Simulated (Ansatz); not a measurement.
# Se on W(110): change of the work function, part 5 of 5

Aim: the work function of W(110) at several coverages of Se (top site), and the dipole that each adsorbate carries.

Ansatz 0.2.0; plane-wave DFT, PBE, Ansatz PAW.

So far, work function, upper face (eV): step 2 (the clean slab) 4.84; step 5 (adsorbate added, k-mesh 12×12×1, coverage 1 ML) 4.54; step 7 (the slab at 0.25 ML, atoms frozen) 4.91; step 8 (the substrate of the 0.25 ML cell alone) 4.85; step 9 (the adsorbate layer of the 0.25 ML cell alone) 5.65.

### Step 11. A changed input

This step: plane-wave DFT, PBE, Ansatz PAW (Ansatz 0.2.0).

System of this step: W4Se (Se/W(110)). The cell holds 5 atoms: 4 W and 1 Se. Cell: a = 2.737 Å, b = 2.737 Å, c = 27.660 Å, α = 90.0°, β = 90.0°, γ = 70.5°. Vacuum lies along c.

A run with a changed input: it repeats the earlier run at 1 ML with basis.xc_grid to 3, scf.initial_density.chi_scale to 0.0 and scf.mixing.preconditioner to kerker_dos.

input.yaml

```yaml
crystal:
  lattice:
    - [2.2344574285, -1.58, 0.0]
    - [2.2344574285, 1.58, 0.0]
    - [0.0, 0.0, 27.6599615893]
  atoms:
    - { symbol: W, position: [0.0, 0.0, 0.3253800614] }
    - { symbol: W, position: [0.5, 0.5, 0.4061631609] }
    - { symbol: W, position: [0.0, 0.0, 0.488315671] }
    - { symbol: W, position: [0.5, 0.5, 0.5675698984] }
    - { symbol: Se, position: [0.5, 0.5, 0.6746199386] }
kpoints:
  mp_grid: { grid: [12, 12, 1] }
hamiltonian:
  xc: pbe
scf:
  occupations: { method: fermi_dirac, width: 0.1 }
  convergence: { dr2_threshold: 1.0e-08 }
  initial_density: { chi_scale: 0.0 }
  mixing: { preconditioner: kerker_dos }
efield:
  axis: 3
  dipole_correction: true
  ramp_position: 0.97
  ramp_width: 0.06
relax:
  f_tol: 0.02
  max_steps: 60
  constraints: [{ sites: [0, 1] }]
output:
  bader: true
  write_potential: true
  write_density: true
  volumetric_format: npy
basis:
  xc_grid: 3
```

Run with:

```
> ansatz run input.yaml --threads 4 --pin off --max-ram 6144MiB --backend cpu --events-out ev --progress --plain --runs-dir out
```

Numbers of over 12 decimals in the logs are rounded to 6 here.

The log of the run:

```text
[...]
Crystal: 5 atoms, lattice volume = 195.304 Å³
Basis set: ecut = 420 eV, 3883 PW (Γ), exchange–correlation on 60×60×576 points (27 copies of the dense FFT grid, shifted against one another)
Bands: 44, of which v1, the nominal top of the filled ones, is band 36 counted from 1 (35 counted from 0)
Symmetry: 4 space group operations
[...]
k-points: 43 of 144
[...]
SCF iter   1: F=—  HF=-47008.168773 eV  |F-HF|=—  |Δ(HF+E_count)|=         —  Δρ=4.12e-2  dr2=4.33e1  ethr=3.10e-3  p=-0.005 e·Å  D=-4.34e-3 V/Å  ΔV_dip=0.12 eV  dr2_dipole=9.17e0  V_vac-E_F(+/−)=6.89/6.77 eV  ⟨swp⟩=8.4  Hψ=8278  notcnv=0
[...]
SCF iter  47: F=-47006.008245 eV  HF=-47006.008245 eV  |F-HF|=2.89e-7  |Δ(HF+E_count)|=   7.49e-7  Δρ=7.24e-7  dr2=4.62e-9  ethr=1.39e-11  p=-0.000 e·Å  D=-1.71e-4 V/Å  ΔV_dip=0.00 eV  dr2_dipole=4.86e-10  V_vac-E_F(+/−)=4.89/4.89 eV  ⟨swp⟩=9.0  Hψ=13115  notcnv=0
SCF 1 converged in 47 iterations: F = -47006.008245 eV  dr2 = 4.62e-9
[...]
relax step   1: F+E_penalty+E_count = -47006.00824526 eV  Δ(F+E_penalty+E_count) = +0.000e0 eV  max|allowed force component| = 1.326e0 eV/Å  Δτ_max = 0.0000 Å  (47 SCF iters, accepted)
[...]
SCF iter  38: F=-47006.253610 eV  HF=-47006.253610 eV  |F-HF|=2.48e-7  |Δ(HF+E_count)|=   6.54e-8  Δρ=7.82e-7  dr2=6.04e-9  ethr=1.39e-11  p=0.014 e·Å  D=1.32e-2 V/Å  ΔV_dip=-0.37 eV  dr2_dipole=3.39e-9  V_vac-E_F(+/−)=4.52/4.89 eV  ⟨swp⟩=10.3  Hψ=12236  notcnv=0
SCF 2 converged in 38 iterations: F = -47006.253610 eV  dr2 = 6.04e-9
relax step   2: F+E_penalty+E_count = -47006.25361024 eV  Δ(F+E_penalty+E_count) = -2.454e-1 eV  max|allowed force component| = 4.567e-1 eV/Å  Δτ_max = 0.1949 Å  (38 SCF iters, accepted)
[...]
SCF iter  32: F=-47006.285408 eV  HF=-47006.285407 eV  |F-HF|=1.22e-6  |Δ(HF+E_count)|=   4.47e-8  Δρ=6.67e-7  dr2=7.14e-9  ethr=1.39e-11  p=0.014 e·Å  D=1.25e-2 V/Å  ΔV_dip=-0.35 eV  dr2_dipole=1.75e-9  V_vac-E_F(+/−)=4.55/4.89 eV  ⟨swp⟩=8.5  Hψ=12854  notcnv=0
SCF 3 converged in 32 iterations: F = -47006.285408 eV  dr2 = 7.14e-9
relax step   3: F+E_penalty+E_count = -47006.28540779 eV  Δ(F+E_penalty+E_count) = -3.180e-2 eV  max|allowed force component| = 2.984e-1 eV/Å  Δτ_max = 0.1949 Å  (32 SCF iters, accepted)
[...]
relax step   4: F+E_penalty+E_count = -47006.29185570 eV  Δ(F+E_penalty+E_count) = -6.448e-3 eV  max|allowed force component| = 2.507e-2 eV/Å  Δτ_max = 0.0475 Å  (20 SCF iters, accepted)
SCF iter   1: F=—  HF=-47006.291720 eV  |F-HF|=—  |Δ(HF+E_count)|=         —  Δρ=3.18e-4  dr2=8.65e-4  ethr=5.76e-6  p=0.014 e·Å  D=1.27e-2 V/Å  ΔV_dip=-0.35 eV  dr2_dipole=1.47e-4  V_vac-E_F(+/−)=4.54/4.89 eV  ⟨swp⟩=2.2  Hψ=3301  notcnv=0
[...]
SCF iter  11: F=-47006.291901 eV  HF=-47006.291901 eV  |F-HF|=2.38e-7  |Δ(HF+E_count)|=   1.27e-8  Δρ=4.65e-7  dr2=8.15e-9  ethr=1.39e-11  p=0.014 e·Å  D=1.27e-2 V/Å  ΔV_dip=-0.35 eV  dr2_dipole=1.00e-9  V_vac-E_F(+/−)=4.54/4.89 eV  ⟨swp⟩=9.9  Hψ=11496  notcnv=0
SCF 5 converged in 11 iterations: F = -47006.291901 eV  dr2 = 8.15e-9
relax step   5: F+E_penalty+E_count = -47006.29190126 eV  Δ(F+E_penalty+E_count) = -4.556e-5 eV  max|allowed force component| = 9.928e-3 eV/Å  Δτ_max = 0.0043 Å  (11 SCF iters, accepted)
[...]
SCF converged after 11 iterations
Stability not checked: this state was not tested for a lower state beside it, because the mixer in use, unlike msr1, does not test its closes by its own steps (another_mixer; see scf.mixing.algorithm and scf.lower_state_search)
Free energy (F): -47006.291901 eV
[...]
Internal energy: -47006.197035 eV  (E = F + TS)
E sigma→0 (E₀):  -47006.244468 eV
Entropy (-TS):   -0.094866 eV (-18.973 meV/atom)
Fermi energy:    5.836950 eV
Dipole field:    D = 0.012696 V/Å  (p = 0.013703 e·Å, saw-weighted, corrected)
Work function:   Φ+ = 4.5403 eV   Φ− = 4.8914 eV
[...]
--- Forces (eV/Å), atoms counted from 1 ---
  atom   1  W     -0.00000000    -0.00000000     0.35606281
  atom   2  W      0.00000000     0.00000000    -0.34772337
  atom   3  W      0.00000000    -0.00000000    -0.00992801
  atom   4  W     -0.00000000    -0.00000000     0.00056890
  atom   5  Se    -0.00000000    -0.00000000     0.00101686
  max |Σ_I F_I| component: 2.80e-6 eV/Å
--- Band table (eV; the first three rows and the last of 43) ---
  k-point 0: bands = [... 32 lower, 4.5144, 4.8522, 5.2631, 6.0429, 6.7018, 7.6003, 7.7289, 8.0966, ... 4 higher]
  k-point 1: bands = [... 32 lower, 4.4878, 4.8128, 5.2877, 5.7539, 6.7216, 7.4195, 7.5073, 7.8902, ... 4 higher]
  k-point 2: bands = [... 32 lower, 4.2288, 4.7416, 4.8845, 5.6747, 6.2514, 7.0826, 7.3447, 7.3882, ... 4 higher]
  k-point 42: bands = [... 32 lower, 4.0987, 4.8404, 6.4329, 6.5880, 7.0550, 7.0958, 7.8141, 8.2805, ... 4 higher]
--- Relaxed structure (5 steps of the walk, 5 accepted, 0 SCFs on fresh bases) ---
  F+E_penalty+E_count = -47006.29190126 eV   max|allowed force component| = 9.928e-3 eV/Å
  atoms:
    - { symbol: W, position: [0.0, 0.0, 0.325380] }
    - { symbol: W, position: [0.5, 0.5, 0.406163] }
    - { symbol: W, position: [1.9876876015398e-19, 1.9876876015397938e-19, 0.487737] }
    - { symbol: W, position: [0.5, 0.5, 0.568687] }
    - { symbol: Se, position: [0.5, 0.5, 0.662380] }
--- Bader charges: 5 sites ---
  site symbol  charge [e]  shift [e]
     0      W     -0.0594     0.0000
     1      W      0.0588     0.0000
     2      W      0.0075     0.0000
     3      W      0.1842     0.0003
     4     Se     -0.1912     0.0003
  estimated error of the sums over rays = 4.8e-4 e
```

Run time: 89 s. Hardware: 4 threads of Arm Neoverse V2, shared host; peak memory 0.7 GiB.

Step by step:

| step | energy less that of the first step (eV) | largest force component (eV/Å) |
| --- | --- | --- |
| 1 | 0.0000 | 1.3256 |
| 2 | -0.2454 | 0.4567 |
| 3 | -0.2772 | 0.2984 |
| 4 | -0.2836 | 0.0251 |
| 5 | -0.2837 | 0.0099 |

The run keeps the 4 symmetry operations that it works with, so distortions that break them were not tested.

The atoms that moved most (Å):

| atom | dx | dy | dz | length |
| --- | --- | --- | --- | --- |
| Se5 | 0.000 | 0.000 | -0.339 | 0.339 |
| W4 | 0.000 | 0.000 | 0.031 | 0.031 |
| W3 | 0.000 | 0.000 | -0.016 | 0.016 |

Final coordinates:

```xyz
5
Lattice="2.2345 -1.5800 0.0000 2.2345 1.5800 0.0000 0.0000 0.0000 27.6600" Properties=species:S:1:pos:R:3
W     0.0000    0.0000    9.0000
W     2.2345    0.0000   11.2345
W     0.0000    0.0000   13.4908
W     2.2345    0.0000   15.7299
Se    2.2345    0.0000   18.3214
```

Numbers from this step:

* energy at zero smearing: -47006.2445 eV
* work function, upper face: 4.540 eV
* work function, lower face: 4.891 eV
* dipole along the normal: 0.01370 e·Å
* step between the vacuum levels: -0.3512 eV

| quantity | this run | earlier run | difference |
| --- | --- | --- | --- |
| work function, upper face (eV) | 4.540 | 4.541 | -4.2e-4 |
| work function, lower face (eV) | 4.891 | 4.891 | -7.0e-5 |
| dipole along the normal (e·Å) | 0.01370 | 0.01369 | 1.4e-5 |

Nothing in the table moves by 0.01 in its unit (for the dipole 0.5 % and 5e-5 e·Å). The run took 148 SCF cycles against 41.

First to last step the energy falls by 0.284 eV; the largest move, 0.34 Å, is that of Se5.

### Step 12. A changed input

System of this step: W(110). The cell holds 4 atoms: 4 W. Cell: a = 2.737 Å, b = 2.737 Å, c = 24.703 Å, α = 90.0°, β = 90.0°, γ = 70.5°. Vacuum lies along c.

Another changed input: it repeats the earlier run at 0 ML with relax.f_tol from 0.02 to 0.1, relax.max_displacement to 0.05, scf.mixing.algorithm to msr1, scf.mixing.beta to 0.05 and scf.mixing.ndim to 8.

input.yaml

```yaml
crystal:
  lattice:
    - [2.2344574285, -1.58, 0.0]
    - [2.2344574285, 1.58, 0.0]
    - [0.0, 0.0, 24.7033722856]
  atoms:
    - { symbol: W, position: [0.0, 0.0, 0.3643227287] }
    - { symbol: W, position: [0.5, 0.5, 0.4547742429] }
    - { symbol: W, position: [0.0, 0.0, 0.5452257571] }
    - { symbol: W, position: [0.5, 0.5, 0.6356772713] }
kpoints:
  mp_grid: { grid: [12, 12, 1] }
hamiltonian:
  xc: pbe
scf:
  occupations: { method: fermi_dirac, width: 0.1 }
  convergence: { dr2_threshold: 1.0e-08 }
  mixing: { algorithm: msr1, beta: 0.05, ndim: 8 }
efield:
  axis: 3
  dipole_correction: true
  ramp_position: 0.97
  ramp_width: 0.06
relax:
  f_tol: 0.1
  max_steps: 60
  constraints: [{ sites: [0, 1] }]
  max_displacement: 0.05
output:
  write_potential: true
  write_density: true
  volumetric_format: npy
```

The log of the run:

```text
[...]
Crystal: 4 atoms, lattice volume = 174.428 Å³
Basis set: ecut = 420 eV, 3461 PW (Γ), exchange–correlation on 40×40×360 points (8 copies of the dense FFT grid, shifted against one another)
Bands: 34, of which v1, the nominal top of the filled ones, is band 28 counted from 1 (27 counted from 0)
Symmetry: 4 space group operations
k-points: 43 of 144
[...]
SCF iter   1: F=—  HF=-41536.547941 eV  |F-HF|=—  |Δ(HF+E_count)|=         —  Δρ=9.69e-3  dr2=1.99e0  ethr=1.77e-3  p=0.000 e·Å  D=4.83e-14 V/Å  ΔV_dip=-0.00 eV  dr2_dipole=2.75e-7  V_vac-E_F(+/−)=5.06/5.06 eV  ⟨swp⟩=7.9  Hψ=15776  notcnv=0  defer=16
[...]
SCF iter  10: F=-41536.453677 eV  HF=-41536.453677 eV  |F-HF|=8.16e-9  |Δ(HF+E_count)|=   5.98e-9  Δρ=1.10e-6  dr2=2.54e-9  ethr=1.79e-11  p=0.000 e·Å  D=9.34e-8 V/Å  ΔV_dip=-0.00 eV  dr2_dipole=4.10e-13  V_vac-E_F(+/−)=4.90/4.90 eV  ⟨swp⟩=9.6  Hψ=11910  notcnv=0
SCF 1 converged in 10 iterations: F = -41536.453677 eV  dr2 = 2.54e-9
[...]
relax step   1: F+E_penalty+E_count = -41536.45367728 eV  Δ(F+E_penalty+E_count) = +0.000e0 eV  max|allowed force component| = 6.535e-1 eV/Å  Δτ_max = 0.0000 Å  (10 SCF iters, accepted)
Bands: 40, of which v1, the nominal top of the filled ones, is band 28 counted from 1 (27 counted from 0)
[...]
SCF iter  10: F=-41536.461704 eV  HF=-41536.461704 eV  |F-HF|=1.06e-9  |Δ(HF+E_count)|=   9.04e-9  Δρ=3.92e-7  dr2=5.64e-10  ethr=1.79e-11  p=0.004 e·Å  D=3.94e-3 V/Å  ΔV_dip=-0.10 eV  dr2_dipole=6.14e-11  V_vac-E_F(+/−)=4.81/4.90 eV  ⟨swp⟩=10.3  Hψ=10199  notcnv=0
SCF 2 converged in 10 iterations: F = -41536.461704 eV  dr2 = 5.64e-10
[...]
relax step   2: F+E_penalty+E_count = -41536.46170415 eV  Δ(F+E_penalty+E_count) = -8.027e-3 eV  max|allowed force component| = 3.829e-1 eV/Å  Δτ_max = 0.0495 Å  (10 SCF iters, accepted)
SCF iter   1: F=—  HF=-41536.468126 eV  |F-HF|=—  |Δ(HF+E_count)|=         —  Δρ=1.31e-3  dr2=1.23e-2  ethr=2.83e-4  p=0.004 e·Å  D=3.94e-3 V/Å  ΔV_dip=-0.10 eV  dr2_dipole=5.37e-4  V_vac-E_F(+/−)=4.80/4.90 eV  ⟨swp⟩=2.2  Hψ=3157  notcnv=0  defer=49
[...]
SCF iter   9: F=-41536.466730 eV  HF=-41536.466730 eV  |F-HF|=7.17e-9  |Δ(HF+E_count)|=   8.02e-9  Δρ=1.46e-6  dr2=8.89e-9  ethr=1.79e-11  p=0.002 e·Å  D=2.35e-3 V/Å  ΔV_dip=-0.06 eV  dr2_dipole=1.53e-9  V_vac-E_F(+/−)=4.84/4.90 eV  ⟨swp⟩=10.1  Hψ=12493  notcnv=0
SCF 3 converged in 9 iterations: F = -41536.466730 eV  dr2 = 8.89e-9
relax step   3: F+E_penalty+E_count = -41536.46673033 eV  Δ(F+E_penalty+E_count) = -5.026e-3 eV  max|allowed force component| = 2.391e-2 eV/Å  Δτ_max = 0.0158 Å  (9 SCF iters, accepted)
[...]
SCF converged after 9 iterations
Free energy (F): -41536.466730 eV
[...]
Internal energy: -41536.367001 eV  (E = F + TS)
E sigma→0 (E₀):  -41536.416866 eV
Entropy (-TS):   -0.099730 eV (-24.932 meV/atom)
Fermi energy:    5.204532 eV
Dipole field:    D = 0.002411 V/Å  (p = 0.002324 e·Å, saw-weighted, corrected)
Work function:   Φ+ = 4.8403 eV   Φ− = 4.8999 eV
[...]
--- Forces (eV/Å), atoms counted from 1 ---
  atom   1  W      0.00000000     0.00000000     0.35893849
  atom   2  W      0.00000000    -0.00000000    -0.35304311
  atom   3  W      0.00000000    -0.00000000    -0.02390806
  atom   4  W      0.00000000     0.00000000     0.01802303
  max |Σ_I F_I| component: 1.03e-5 eV/Å
--- Band table (eV; the first three rows and the last of 43) ---
  k-point 0: bands = [... 24 lower, 3.7564, 3.7923, 3.9795, 4.5329, 4.8147, 5.7662, 6.0165, 6.9291, ... 8 higher]
  k-point 1: bands = [... 24 lower, 3.5729, 3.7640, 4.1257, 4.4815, 4.8102, 5.3455, 6.2427, 6.7503, ... 8 higher]
  k-point 2: bands = [... 24 lower, 3.3969, 3.5345, 3.9619, 4.3859, 4.9176, 5.2934, 6.6200, 6.6527, ... 8 higher]
  k-point 42: bands = [... 24 lower, 3.7901, 5.7397, 5.8472, 6.2677, 6.3588, 6.8778, 7.2511, 8.8412, ... 8 higher]
--- Relaxed structure (3 steps of the walk, 3 accepted, 0 SCFs on fresh bases) ---
  F+E_penalty+E_count = -41536.46673033 eV   max|allowed force component| = 2.391e-2 eV/Å
  atoms:
    - { symbol: W, position: [0.0, 0.0, 0.3643227287] }
    - { symbol: W, position: [0.5, 0.5, 0.4547742429] }
    - { symbol: W, position: [-6.414514152396656e-19, 6.414514152396656e-19, 0.546704] }
    - { symbol: W, position: [0.5, 0.5, 0.635320] }
```

Elapsed: 19 s, on 4 threads; peak memory 0.58 GiB.

The steps of the relaxation:

| step | energy less that of the first step (eV) | largest force component (eV/Å) |
| --- | --- | --- |
| 1 | 0.0000 | 0.6535 |
| 2 | -0.0080 | 0.3829 |
| 3 | -0.0131 | 0.0239 |

Forces are held to the 4 operations that the run works with; a distortion that breaks them can't arise in this run.

The atoms that moved most (Å):

| atom | dx | dy | dz | length |
| --- | --- | --- | --- | --- |
| W3 | 0.000 | 0.000 | 0.037 | 0.037 |
| W4 | 0.000 | 0.000 | -0.009 | 0.009 |

Final coordinates:

```
W
1.0
     2.23446   -1.58000    0.00000
     2.23446    1.58000    0.00000
     0.00000    0.00000   24.70337
W
4
Direct
  0.00000 0.00000 0.36432
  0.50000 0.50000 0.45477
  0.00000 0.00000 0.54670
  0.50000 0.50000 0.63532
```

Numbers from this step:

```yaml
energy_at_zero_smearing: -41536.4169 eV
work_function_upper_face: 4.840 eV
work_function_lower_face: 4.900 eV
dipole_along_the_normal: 0.002324 e·Å
step_between_the_vacuum_levels: -0.05955 eV
```

| quantity | this run | earlier run | difference |
| --- | --- | --- | --- |
| work function, upper face (eV) | 4.840 | 4.845 | -0.0043 |
| work function, lower face (eV) | 4.900 | 4.899 | 9.6e-4 |
| dipole along the normal (e·Å) | 0.002324 | 0.002118 | 2.1e-4 |

What moves beyond 0.01 in its unit (for the dipole 0.5 % and 5e-5 e·Å): dipole along the normal (+0.000206 e·Å).

### Step 13. Results

```json
{
 "work function of the clean face": "4.84 eV",
 "work function at 0.25 ML": "4.91 eV",
 "work function at 0.5 ML": "5.08 eV",
 "work function at 1 ML": "4.54 eV",
 "dipole per adsorbate at 0.25 ML, positive end outwards": "-0.05 D",
 "step of the potential from the moved charge at 0.25 ML, upper less lower side, atoms held": "0.0559 eV"
}
```

What this shows: At the lowest coverage Se changes the work function of W(110) by under 0.15 eV, within the error of so thin a slab; the largest change, -0.30 eV, comes at higher coverage. At the highest coverage the adsorbates are pressed to about 2.7 Å, closer than unbonded atoms of this kind usually come, so a real layer may not reach it. The slab has 4 layers, at the tabulated experimental lattice constant, one starting site was run, and quantum-size effects of a slab this thin can reach one or two tenths of an eV.

[Logs are printed without paths, hosts, clocks, repeated set-up lines and the standing remarks that a program may print on its own settings, such as how far it seeks lower states.]

[Hosts, paths, dates, database ids (printed as entryN), source tags and the programs' standing remarks are cut or masked in the printed files.]

[Maps of the electrostatic potential energy from Ansatz leave out the sawtooth potential of an applied field or a dipole correction, so their vacuum need not be flat; planar profiles and work functions include it.]
